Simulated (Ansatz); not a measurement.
# How fast states decay through H3BrF

A new crystal, H3BrF: structure, gap and complex bands. It is built by putting Br for part of the F in the H3F2 structure of space group P1, with the volume rescaled by atomic radii. The parent structure comes from the Materials Project.

Method: LDA DFT, plane waves, PAW files, in the first sound run; inputs show where later runs differ, in Ansatz 0.2.0.

The structure was built from a prototype and need not be the compound's stable phase.

## Step 1: The starting structure

The cell holds 10 atoms: 6 H, 2 Br and 2 F. Its edges and angles: a = 5.245 Å, b = 5.316 Å, c = 7.397 Å, α = 79.6°, β = 79.5°, γ = 77.2°. It derives from H3F2. Br for part of the F in the H3F2 structure of space group P1.

## Step 2: Relaxing the new crystal

The substituted atoms don't fit the parent's cell, so cell and atoms relax together. A small smearing keeps the run stable in case the gap closes on the way.

The input, input.yaml:

```yaml
crystal:
  lattice:
    - [5.2447079463, 0.0, 0.0]
    - [1.182128735, 5.1833855652, 0.0]
    - [1.3541324605, 1.0644549664, 7.1935324777]
  atoms:
    - { symbol: H, position: [0.775456, 0.323055, 0.208347] }
    - { symbol: H, position: [0.769213, 0.814998, 0.241845] }
    - { symbol: H, position: [0.27027, 0.700183, 0.458475] }
    - { symbol: H, position: [0.320471, 0.722943, 0.564723] }
    - { symbol: H, position: [0.182479, 0.232664, 0.751844] }
    - { symbol: H, position: [0.675856, 0.220203, 0.786982] }
    - { symbol: Br, position: [0.780279, 0.543751, 0.130657] }
    - { symbol: F, position: [0.777441, 0.999146, 0.314879] }
    - { symbol: Br, position: [0.993329, 0.242086, 0.675133] }
    - { symbol: F, position: [0.45522, 0.200964, 0.867106] }
kpoints:
  mp_grid: { grid: [4, 4, 4] }
scf:
  occupations: { method: gaussian, width: 0.03 }
hamiltonian:
  xc: lda
output:
  forces: true
  stress: true
relax:
  f_tol: 0.02
  max_steps: 60
  cell: {}
```

Started as:

```sh
> ansatz run input.yaml --threads 2 --pin off --max-ram 4096MiB --backend cpu --events-out ev --progress --plain --runs-dir out
```

Numbers of over 12 decimals in the logs are rounded to 6 here.

What it wrote:

```text
Engine: ansatz 0.2.0, aarch64-unknown-linux-gnu
Pseudopotentials: kind: paw
Pseudopotential: H, paw, valence charge 1, recommended cutoff 420 eV (normal), H.paw.azcp
Pseudopotential: Br, paw, valence charge 7, recommended cutoff 420 eV (normal), Br.paw.azcp
Pseudopotential: F, paw, valence charge 7, recommended cutoff 420 eV (normal), F.paw.azcp
Functional definition: SPW92
  exchange = slater_x
  correlation = pw_c
Crystal: 10 atoms, lattice volume = 195.559 Å³
Basis set: ecut = 420 eV, 3827 PW (Γ)
Bands: 27, of which v1, the nominal top of the filled ones, is band 17 counted from 1 (16 counted from 0)
Symmetry: 1 space group operations
Space group: P1 (ITA 1), of the structure as read, at distance tolerance 5.8e-5 Å
k-points: 36 of 64 (time reversal used)
Non-local potential: H, projectors of the file, l = 0: 2, l = 1: 1
Non-local potential: Br, projectors of the file, l = 0: 2, l = 1: 2, l = 2: 2
Non-local potential: F, projectors of the file, l = 0: 2, l = 1: 2, l = 2: 1
PAW form: soft (Blöchl's): semilocal exchange-correlation on the pseudo side does not see the compensation charge
PAW frozen core: Br, regenerated for the run's functional, and the local potential with it (the file was generated under x = pbe(κ = 0.804, μ = 0.219515), c = pbe(β = 0.066725))
PAW frozen core: F, regenerated for the run's functional, and the local potential with it (the file was generated under x = pbe(κ = 0.804, μ = 0.219515), c = pbe(β = 0.066725))
PAW one-centre angular grid: H, 110 points (default); XC on 64 Gauss nodes
PAW one-centre angular grid: Br, 110 points (default); XC on 64 Gauss nodes
PAW one-centre angular grid: F, 110 points (default); XC on 64 Gauss nodes
Initial density: superposition of atomic densities (neutral atoms: chi_scale 0, normalization atom), corrected by the library's trained network
Initial wavefunctions: pseudopotential atomic-orbital guess
Functional: x = slater, c = lda
SCF iter   1: F=—  HF=-7065.986887 eV  |F-HF|=—  |Δ(HF+E_count)|=         —  Δρ=8.23e-3  dr2=1.01e-1  ethr=1.77e-3  ⟨swp⟩=8.1  Hψ=5877  notcnv=0  defer=24
preconditioner: auto → Resta (q_TF=auto, 2.038 Å⁻¹)  ε∞=2.4  [insulator: Δε(μ)=6.047 eV  Ē_g=12.451 eV  σ=0.030 eV  W_gap=1.00  n_scr=28 (ndim 8)  ℏωp=14.5 eV  f_vac=0.274  D(μ)=0.00/eV (n_scr^D=0)  ε∞_Penn≈2.4]
SCF iter   2: F=—  HF=-7065.963452 eV  |F-HF|=—  |Δ(HF+E_count)|=   2.34e-2  Δρ=3.71e-3  dr2=1.42e-2  ethr=2.98e-4  ⟨swp⟩=2.4  Hψ=1923  notcnv=0  defer=136
SCF iter   3: F=—  HF=-7065.960521 eV  |F-HF|=—  |Δ(HF+E_count)|=   2.93e-3  Δρ=1.51e-3  dr2=3.53e-3  ethr=4.19e-5  ⟨swp⟩=2.0  Hψ=1628  notcnv=0  defer=136
SCF iter   4: F=—  HF=-7065.959887 eV  |F-HF|=—  |Δ(HF+E_count)|=   6.34e-4  Δρ=3.52e-4  dr2=2.35e-4  ethr=1.04e-5  ⟨swp⟩=2.8  Hψ=1634  notcnv=0  defer=136
SCF iter   5: F=—  HF=-7065.959894 eV  |F-HF|=—  |Δ(HF+E_count)|=   6.71e-6  Δρ=1.03e-4  dr2=2.06e-5  ethr=6.91e-7  ⟨swp⟩=2.2  Hψ=1328  notcnv=0  defer=136
SCF iter   6: F=—  HF=-7065.959897 eV  |F-HF|=—  |Δ(HF+E_count)|=   2.37e-6  Δρ=3.48e-5  dr2=2.15e-6  ethr=6.06e-8  ⟨swp⟩=2.1  Hψ=1364  notcnv=0  defer=136
SCF iter   7: F=—  HF=-7065.959897 eV  |F-HF|=—  |Δ(HF+E_count)|=   8.09e-7  Δρ=3.29e-5  dr2=1.35e-6  ethr=6.33e-9  ⟨swp⟩=2.5  Hψ=1618  notcnv=0  defer=136
SCF iter   8: F=-7065.959897 eV  HF=-7065.959897 eV  |F-HF|=2.44e-8  |Δ(HF+E_count)|=   2.86e-7  Δρ=4.90e-6  dr2=4.11e-8  ethr=2.94e-10  ⟨swp⟩=4.7  Hψ=4128  notcnv=0
SCF 1 converged in 8 iterations: F = -7065.959897 eV  dr2 = 4.11e-8
  greatest PAW one-centre occupation: 0.925 electrons in one spin orbital (limit 2), on the F atom at site 9 (counted from 0), in its partial waves of l = 0
relax step   1: F+E_penalty+E_count = -7065.95989711 eV  Δ(F+E_penalty+E_count) = +0.000e0 eV  max|allowed force component| = 8.851e0 eV/Å  Δτ_max = 0.0000 Å  P = +3.286 GPa  Ω = 195.559 Å³  (8 SCF iters, dr2 threshold 1.00e-7 eV, accepted)
Crystal: 10 atoms, lattice volume = 184.274 Å³
Basis set: ecut = 420 eV, 3607 PW (Γ)
Initial density: handed on by an earlier stage of this run
Initial wavefunctions: those handed on with the density
iter 1 solved again at ethr=1.20e-3 eV; its pass at ethr=3.10e-3 eV (dr2=4.08e-1 eV) is discarded
SCF iter   1: F=—  HF=-7069.146330 eV  |F-HF|=—  |Δ(HF+E_count)|=         —  Δρ=1.90e-2  dr2=4.12e-1  ethr=1.20e-3  ⟨swp⟩=1.8  Hψ=6120  notcnv=0
preconditioner: auto → Resta (q_TF=auto, 2.059 Å⁻¹)  ε∞=2.4  [insulator: Δε(μ)=5.879 eV  Ē_g=12.650 eV  σ=0.030 eV  W_gap=1.00  n_scr=28 (ndim 8)  ℏωp=15.0 eV  f_vac=0.232  D(μ)=0.00/eV (n_scr^D=0)  ε∞_Penn≈2.4]
SCF iter   2: F=—  HF=-7069.024147 eV  |F-HF|=—  |Δ(HF+E_count)|=   1.22e-1  Δρ=8.58e-3  dr2=7.83e-2  ethr=1.20e-3  ⟨swp⟩=2.0  Hψ=1577  notcnv=0
SCF iter   3: F=—  HF=-7068.997731 eV  |F-HF|=—  |Δ(HF+E_count)|=   2.64e-2  Δρ=2.36e-3  dr2=7.43e-3  ethr=2.30e-4  ⟨swp⟩=2.1  Hψ=1850  notcnv=0  defer=101
SCF iter   4: F=—  HF=-7068.996086 eV  |F-HF|=—  |Δ(HF+E_count)|=   1.65e-3  Δρ=9.98e-4  dr2=1.23e-3  ethr=2.19e-5  ⟨swp⟩=2.0  Hψ=1738  notcnv=0  defer=101
SCF iter   5: F=—  HF=-7068.995892 eV  |F-HF|=—  |Δ(HF+E_count)|=   1.94e-4  Δρ=2.31e-4  dr2=1.21e-4  ethr=3.62e-6  ⟨swp⟩=2.0  Hψ=1195  notcnv=0  defer=101
SCF iter   6: F=—  HF=-7068.995901 eV  |F-HF|=—  |Δ(HF+E_count)|=   9.62e-6  Δρ=5.20e-5  dr2=5.96e-6  ethr=3.55e-7  ⟨swp⟩=2.2  Hψ=1490  notcnv=0  defer=101
SCF iter   7: F=—  HF=-7068.995904 eV  |F-HF|=—  |Δ(HF+E_count)|=   2.08e-6  Δρ=3.24e-5  dr2=1.27e-6  ethr=2.94e-9  ⟨swp⟩=6.0  Hψ=3675  notcnv=0
SCF iter   8: F=-7068.995903 eV  HF=-7068.995903 eV  |F-HF|=1.21e-8  |Δ(HF+E_count)|=   1.46e-7  Δρ=9.19e-6  dr2=1.15e-7  ethr=2.94e-9  ⟨swp⟩=5.0  Hψ=3170  notcnv=0
SCF 2 converged in 8 iterations: F = -7068.995903 eV  dr2 = 1.15e-7
relax step   2: F+E_penalty+E_count = -7068.99590341 eV  Δ(F+E_penalty+E_count) = -3.036e0 eV  max|allowed force component| = 2.295e0 eV/Å  Δτ_max = 0.1988 Å  P = +0.353 GPa  Ω = 184.274 Å³  energy of the carried Pulay correction = +1.802e-2 eV  (8 SCF iters, dr2 threshold 1.00e-6 eV, accepted)
Crystal: 10 atoms, lattice volume = 174.582 Å³
Basis set: ecut = 420 eV, 3419 PW (Γ)
iter 1 solved again at ethr=1.09e-3 eV; its pass at ethr=3.10e-3 eV (dr2=3.71e-1 eV) is discarded
SCF iter   1: F=—  HF=-7069.579396 eV  |F-HF|=—  |Δ(HF+E_count)|=         —  Δρ=2.04e-2  dr2=3.73e-1  ethr=1.09e-3  ⟨swp⟩=1.9  Hψ=6226  notcnv=0
preconditioner: auto → Resta (q_TF=auto, 2.077 Å⁻¹)  ε∞=2.5  [insulator: Δε(μ)=5.427 eV  Ē_g=12.734 eV  σ=0.030 eV  W_gap=1.00  n_scr=28 (ndim 8)  ℏωp=15.4 eV  f_vac=0.213  D(μ)=0.00/eV (n_scr^D=0)  ε∞_Penn≈2.5]
[...]
relax step  29: F+E_penalty+E_count = -7070.09491047 eV  Δ(F+E_penalty+E_count) = +2.395e-2 eV  max|allowed force component| = 2.253e-2 eV/Å  Δτ_max = 0.0000 Å  P = -0.209 GPa  Ω = 139.383 Å³  stress off target by 2.99e-1 GPa  SCF on the basis re-selected at this cell (its energy is not comparable with the rows above)  (6 SCF iters)
relax step  30: F+E_penalty+E_count = -7070.10490153 eV  Δ(F+E_penalty+E_count) = -9.991e-3 eV  max|allowed force component| = 7.171e-2 eV/Å  Δτ_max = 0.0572 Å  P = -0.034 GPa  Ω = 136.069 Å³  energy of the carried Pulay correction = +7.684e-3 eV  (7 SCF iters, dr2 threshold 2.23e-7 eV, accepted)
relax step  31: F+E_penalty+E_count = -7070.10451013 eV  Δ(F+E_penalty+E_count) = +3.914e-4 eV  max|allowed force component| = 6.792e-2 eV/Å  Δτ_max = 0.0097 Å  P = -0.048 GPa  Ω = 136.215 Å³  energy of the carried Pulay correction = +7.369e-3 eV  (5 SCF iters, dr2 threshold 3.21e-7 eV, rejected (line search))
relax step  32: F+E_penalty+E_count = -7070.10554731 eV  Δ(F+E_penalty+E_count) = -6.458e-4 eV  max|allowed force component| = 1.210e-2 eV/Å  Δτ_max = 0.0049 Å  P = -0.020 GPa  Ω = 136.017 Å³  energy of the carried Pulay correction = +7.784e-3 eV  (9 SCF iters, accepted)
relax step  33: F+E_penalty+E_count = -7070.10555430 eV  Δ(F+E_penalty+E_count) = -6.984e-6 eV  max|allowed force component| = 3.495e-2 eV/Å  Δτ_max = 0.0137 Å  P = -0.001 GPa  Ω = 136.093 Å³  energy of the carried Pulay correction = +7.675e-3 eV  (6 SCF iters, dr2 threshold 2.03e-8 eV, accepted)
relax step  34: F+E_penalty+E_count = -7070.10528294 eV  Δ(F+E_penalty+E_count) = +2.714e-4 eV  max|allowed force component| = 2.591e-2 eV/Å  Δτ_max = 0.0359 Å  P = +0.001 GPa  Ω = 136.277 Å³  energy of the carried Pulay correction = +7.197e-3 eV  (6 SCF iters, dr2 threshold 7.63e-8 eV, accepted)
relax step  35: F+E_penalty+E_count = -7070.10541688 eV  Δ(F+E_penalty+E_count) = -1.339e-4 eV  max|allowed force component| = 2.317e-2 eV/Å  Δτ_max = 0.0206 Å  P = -0.018 GPa  Ω = 136.250 Å³  energy of the carried Pulay correction = +7.201e-3 eV  (6 SCF iters, dr2 threshold 4.20e-8 eV, accepted)
relax step  36: F+E_penalty+E_count = -7070.10568430 eV  Δ(F+E_penalty+E_count) = -2.674e-4 eV  max|allowed force component| = 1.328e-2 eV/Å  Δτ_max = 0.0066 Å  P = +0.016 GPa  Ω = 136.178 Å³  energy of the carried Pulay correction = +7.386e-3 eV  (6 SCF iters, dr2 threshold 3.36e-8 eV, accepted)
relax step  37: F+E_penalty+E_count = -7070.09960824 eV  Δ(F+E_penalty+E_count) = +6.076e-3 eV  max|allowed force component| = 1.445e-2 eV/Å  Δτ_max = 0.0000 Å  P = -0.038 GPa  Ω = 136.178 Å³  stress off target by 1.06e-1 GPa  SCF on the basis re-selected at this cell (its energy is not comparable with the rows above)  (6 SCF iters)
relax step  38: F+E_penalty+E_count = -7070.10123651 eV  Δ(F+E_penalty+E_count) = -1.628e-3 eV  max|allowed force component| = 2.387e-2 eV/Å  Δτ_max = 0.0100 Å  P = -0.007 GPa  Ω = 135.624 Å³  energy of the carried Pulay correction = +1.329e-3 eV  (6 SCF iters, dr2 threshold 2.81e-8 eV, accepted)
relax step  39: F+E_penalty+E_count = -7070.10216546 eV  Δ(F+E_penalty+E_count) = -9.290e-4 eV  max|allowed force component| = 1.535e-2 eV/Å  Δτ_max = 0.0053 Å  P = +0.010 GPa  Ω = 135.267 Å³  energy of the carried Pulay correction = +2.158e-3 eV  (5 SCF iters, dr2 threshold 3.56e-8 eV, accepted)
iter 1 solved again at ethr=4.52e-7 eV; its pass at ethr=3.10e-3 eV (dr2=1.54e-4 eV) is discarded
SCF iter   1: F=—  HF=-7070.099985 eV  |F-HF|=—  |Δ(HF+E_count)|=         —  Δρ=6.76e-5  dr2=8.62e-7  ethr=4.52e-7  ⟨swp⟩=4.1  Hψ=8360  notcnv=0
preconditioner: auto → Resta (q_TF=auto, 2.167 Å⁻¹)  ε∞=2.7  [insulator: Δε(μ)=5.661 eV  Ē_g=13.453 eV  σ=0.030 eV  W_gap=1.00  n_scr=24 (ndim 8)  ℏωp=17.5 eV  f_vac=0.070  D(μ)=0.00/eV (n_scr^D=0)  ε∞_Penn≈2.7]
SCF iter   2: F=—  HF=-7070.099983 eV  |F-HF|=—  |Δ(HF+E_count)|=   1.16e-6  Δρ=3.08e-5  dr2=2.33e-7  ethr=2.54e-9  ⟨swp⟩=2.4  Hψ=1602  notcnv=0
SCF iter   3: F=—  HF=-7070.099984 eV  |F-HF|=—  |Δ(HF+E_count)|=   1.38e-7  Δρ=1.28e-5  dr2=3.06e-8  ethr=6.84e-10  ⟨swp⟩=2.6  Hψ=1397  notcnv=0
SCF iter   4: F=—  HF=-7070.099984 eV  |F-HF|=—  |Δ(HF+E_count)|=   2.41e-8  Δρ=5.34e-7  dr2=3.13e-10  ethr=9.01e-11  ⟨swp⟩=2.0  Hψ=1403  notcnv=0
SCF iter   5: F=-7070.099984 eV  HF=-7070.099984 eV  |F-HF|=2.55e-11  |Δ(HF+E_count)|=  3.82e-11  Δρ=2.35e-7  dr2=6.17e-11  ethr=1.00e-12  ⟨swp⟩=6.0  Hψ=3618  notcnv=0
SCF 40 converged in 5 iterations: F = -7070.099984 eV  dr2 = 6.17e-11
relax step  40: F+E_penalty+E_count = -7070.09998365 eV  Δ(F+E_penalty+E_count) = +2.182e-3 eV  max|allowed force component| = 1.578e-2 eV/Å  Δτ_max = 0.0000 Å  P = -0.001 GPa  Ω = 135.267 Å³  stress off target by 4.05e-2 GPa  SCF on the basis re-selected at this cell (its energy is not comparable with the rows above)  (5 SCF iters)
basis re-selected at this cell: Δ(F+E_penalty+E_count) = +2.182e-3 eV, ΔP = -0.011 GPa vs the last step (what re-selecting the basis moved, of the pressure what is left beyond the Pulay correction that the steps carried, after the strain that the cell walked since its last selection, with what the two solves' SCF thresholds leave and, on support functions, any second-order correction that the steps lacked; it is no m [...]
SCF converged after 5 iterations
Free energy (F): -7070.099984 eV
Harris-Foulkes:  -7070.099984 eV  (|F-HF|=2.55e-11)
Internal energy: -7070.099984 eV  (E = F + TS)
E sigma→0 (E₀):  -7070.099984 eV
Fermi energy:    1.750636 eV
--- Per-component energies (eV) ---
  E_band       = -268.162463
  E_kinetic    = 751.460026
  E_local      = -2227.388199  (includes V_loc(G=0)·N_el)
  E_nonlocal   = 304.515031
  E_hartree    = 770.094695
  E_xc         = -727.071001
  E_vxc        = -475.066013  (∫ρ·V_xc dr)
  E_paw        = -4699.287232  (= ΣΔE_a)
  E_vpaw       = -161.870888  (= ΣTr[D̂ρ^β])
  E_aug_tail   = -0.001952  (compensation charges beyond the density's cutoff)
  E_ewald      = -1243.060876
  E_core_change = 0.639526  (= ΣΔE_core)
  E_smearing   = -0.000000  (= −TS)
  E_closure    = 0.000000  (closes the sum)
  Σ components = -7070.099984   (vs F -7070.099984, Δ=0.00e0)
--- Forces (eV/Å), atoms counted from 1 ---
  atom   1  H     -0.00250983    -0.00280503     0.00267483
  atom   2  H     -0.00119601    -0.01524155    -0.00985243
  atom   3  H     -0.00120283    -0.00146570    -0.00100270
  atom   4  H      0.00157205     0.00188032     0.00067307
  atom   5  H      0.00535922     0.00144689     0.00473895
  atom   6  H     -0.00225588    -0.00038383     0.00074070
  atom   7  Br     0.00128718     0.00124765     0.00446784
  atom   8  F      0.00175649     0.01577667     0.00404960
  atom   9  Br    -0.00546043     0.00003986    -0.00533079
  atom  10  F      0.00265354    -0.00049635    -0.00114328
  max |Σ_I F_I| component: 1.58e-5 eV/Å
--- Stress (GPa, compression-positive) ---
        0.003195       0.027667      -0.000532
        0.027667      -0.006245       0.025826
       -0.000532       0.025826       0.000399
  P = ⅓ Tr σ = -0.0009 GPa (-0.009 kbar)
--- Relaxed structure (37 steps of the walk, 34 accepted, 3 SCFs on fresh bases) ---
  F+E_penalty+E_count = -7070.09998365 eV   max|allowed force component| = 1.578e-2 eV/Å   (the final SCF, on the basis selected at the relaxed cell)
  cell:  # Å, volume = 135.2665 Å³
    - [4.612997, 0.350901, -0.476821]
    - [1.386543, 4.310886, 0.251522]
    - [0.608252, 1.457851, 7.042316]
  atoms:
    - { symbol: H, position: [0.754872, 0.291561, 0.241123] }
    - { symbol: H, position: [0.721855, 0.860398, 0.275708] }
    - { symbol: H, position: [0.305650, 0.574102, 0.410803] }
    - { symbol: H, position: [0.336791, 0.701801, 0.451304] }
    - { symbol: H, position: [0.234455, 0.244788, 0.787224] }
    - { symbol: H, position: [0.646640, 0.275967, 0.810668] }
    - { symbol: Br, position: [0.877737, 0.544840, 0.123335] }
    - { symbol: F, position: [0.654344, 1.035921, 0.344048] }
    - { symbol: Br, position: [1.017982, 0.142962, 0.680327] }
    - { symbol: F, position: [0.449689, 0.327653, 0.875450] }
```

Wall time 3.6 min (2 threads of Arm Neoverse V2, shared host); peak memory 0.43 GiB.

The steps of the relaxation (22 of 40):

```tsv
step	energy less that of the first step (eV)	largest force component (eV/Å)	pressure (GPa)	volume (Å³)
1	0.0000	8.8514	3.29	195.56
3	-3.5062	2.9937	-0.39	174.58
5	-3.9635	0.3228	-0.41	164.06
7	-4.0177	0.1273	-0.03	159.72
8	-4.0333	0.4143	-0.56	157.11
10	-4.0668	0.1648	-0.08	153.06
12	-4.0867	0.2949	-0.18	151.33
14	-4.1020	0.0905	-0.08	150.26
16	-4.1181	0.1593	-0.24	146.91
18	-4.1332	0.0943	0.00	144.53
20	-4.1381	0.1661	0.10	143.97
21	-4.1435	0.0948	-0.11	143.39
23	-4.1543	0.0584	-0.08	140.73
25	-4.1591	0.0224	0.01	139.21
27	-4.1588	0.0204	0.01	139.44
29*	-4.1350	0.0225	-0.21	139.38
31	-4.1446	0.0679	-0.05	136.21
33	-4.1457	0.0350	0.00	136.09
34	-4.1454	0.0259	0.00	136.28
36	-4.1458	0.0133	0.02	136.18
38	-4.1413	0.0239	-0.01	135.62
40*	-4.1401	0.0158	0.00	135.27
```

Relaxation steps marked * repeat the geometry before them on a plane-wave basis chosen anew for their cell, so energy and pressure can jump there. Other such steps can lie between the rows shown. Relaxation steps 13, 19, 31 were tried and not accepted.

```tsv
cell as run	before	after	change
a (Å)	5.245	4.651	-11.3 %
b (Å)	5.316	4.535	-14.7 %
c (Å)	7.397	7.217	-2.4 %
α (°)	79.57	74.22	-6.7 %
β (°)	79.45	90.07	+13.4 %
γ (°)	77.15	68.33	-11.4 %
volume (Å³/atom)	19.56	13.53	-30.8 %
```

The atoms that moved most (Å, as changes of fractional coordinates times the final cell):

```tsv
atom	dx	dy	dz	length
H4	-0.023	-0.251	-0.812	0.850
H3	-0.041	-0.601	-0.384	0.714
F8	-0.499	0.158	0.273	0.591
F10	0.155	0.556	0.093	0.585
Br7	0.447	0.028	-0.098	0.458
Br9	-0.021	-0.411	0.000	0.412
H2	-0.135	0.228	0.272	0.380
H5	0.278	0.122	0.227	0.379
```

Numbers from this step:

- free energy: -7070.1000 eV
- Fermi energy: 1.751 eV
- pressure: -8.84e-4 GPa

The largest force component on a free atom ends at 0.016 eV/Å.

## Step 3: Band edges

The energy window and the wavevectors of the next steps follow from the band edges, so these are searched first, off the mesh as well.

The input, input.yaml:

```yaml
crystal:
  lattice:
    - [4.6129974305, 0.3509010802, -0.4768207314]
    - [1.3865428705, 4.3108861654, 0.2515218881]
    - [0.6082517031, 1.4578514093, 7.0423159589]
  atoms:
    - { symbol: H, position: [0.7548716296, 0.2915605476, 0.2411230935] }
    - { symbol: H, position: [0.7218547887, 0.8603976471, 0.2757078752] }
    - { symbol: H, position: [0.3056500245, 0.5741024719, 0.4108031661] }
    - { symbol: H, position: [0.3367911846, 0.701801393, 0.4513042266] }
    - { symbol: H, position: [0.2344546726, 0.244788008, 0.7872242027] }
    - { symbol: H, position: [0.6466396604, 0.2759666761, 0.8106682914] }
    - { symbol: Br, position: [0.8777374213, 0.5448402998, 0.1233354219] }
    - { symbol: F, position: [0.6543437798, 1.0359205929, 0.3440482457] }
    - { symbol: Br, position: [1.0179822985, 0.1429621795, 0.6803268816] }
    - { symbol: F, position: [0.4496885401, 0.3276531842, 0.8754495952] }
kpoints:
  mp_grid: { grid: [6, 6, 4] }
  band_path: { path: [VBM, CBM], npoints: 30 }
scf:
  occupations: { method: fixed }
hamiltonian:
  xc: lda
output:
  eigenvalues: true
  write_potential: true
  write_density: true
  volumetric_format: npy
```

What it wrote:

```text
[...]
Crystal: 10 atoms, lattice volume = 135.267 Å³
Basis set: ecut = 420 eV, 2657 PW (Γ)
Bands: 27, of which v1, the nominal top of the filled ones, is band 17 counted from 1 (16 counted from 0)
Symmetry: 1 space group operations
[...]
k-points: 76 of 144 (time reversal used)
[...]
SCF iter   1: F=—  HF=-7070.132195 eV  |F-HF|=—  |Δ(HF+E_count)|=         —  Δρ=1.06e-2  dr2=1.17e-1  ethr=1.77e-3  ⟨swp⟩=5.3  Hψ=8623  notcnv=0  defer=604
[...]
SCF iter   8: F=-7070.100005 eV  HF=-7070.100005 eV  |F-HF|=2.83e-9  |Δ(HF+E_count)|=   4.91e-8  Δρ=3.38e-6  dr2=1.18e-8  ethr=2.94e-10  ⟨swp⟩=1.4  Hψ=5256  notcnv=0
SCF 1 converged in 8 iterations: F = -7070.100005 eV  dr2 = 1.18e-8
[...]
NSCF: frozen V_eff on 112 k-points
[...]
SCF converged after 8 iterations
Free energy (F): -7070.100005 eV
[...]
Internal energy: -7070.100005 eV  (E = F + TS)
E sigma→0 (E₀):  -7070.100005 eV
Fermi energy:    -1.080081 eV
[...]
--- Band table (eV; the first three rows and the last of 76) ---
  k-point 0: bands = [... 13 lower, -2.1888, -1.7528, -1.5537, -1.0801, 4.5813, 5.7054, 6.9967, 7.1104, ... 6 higher]
  k-point 1: bands = [... 13 lower, -2.2221, -1.7247, -1.5081, -1.1982, 4.6280, 5.6992, 6.9481, 7.1309, ... 6 higher]
  k-point 2: bands = [... 13 lower, -2.2548, -1.6768, -1.4405, -1.3590, 4.6776, 5.6827, 6.9143, 7.1401, ... 6 higher]
  k-point 75: bands = [... 13 lower, -2.1886, -1.9981, -1.6286, -1.2958, 4.9988, 5.6959, 7.0247, 7.1086, ... 6 higher]
```

The job ended after 51 s (2 threads; peak memory 0.46 GiB; 1.7 min of CPU time).

This step gave:

```
Fermi energy        : -1.080 eV
gap on the k-mesh   : 5.661 eV
gap on path         : 5.659 eV, by band count; negative where bands overlap
direct gap on path  : 5.661 eV
edge places on path : 0, 0.2101 1/A along the path
```

Electronic bands along the path, in eV, zero at the Fermi level (highest filled level under fixed occupations); v1 is the highest filled band, c1 the lowest empty one:

```tsv
point	v4	v3	v2	v1	c1	c2	c3
VBM	-1.23	-0.61	-0.47	0.00	5.78	6.90	7.95
halfway	-1.15	-0.64	-0.47	0.00	5.69	6.82	8.04
CBM	-1.11	-0.67	-0.47	0.00	5.66	6.79	8.08
```

The searched edges give 5.66 eV, against 5.66 eV on the mesh.

(Part 1 of 3 ends here.)

[Logs are printed without paths, hosts, clocks, repeated set-up lines and the standing remarks that a program may print on its own settings, such as how far it seeks lower states.]

[Hosts, paths, dates, database ids (printed as entryN), source tags and the programs' standing remarks are cut or masked in the printed files.]

[New means built here by substitution; the compound itself may be known and measured.]
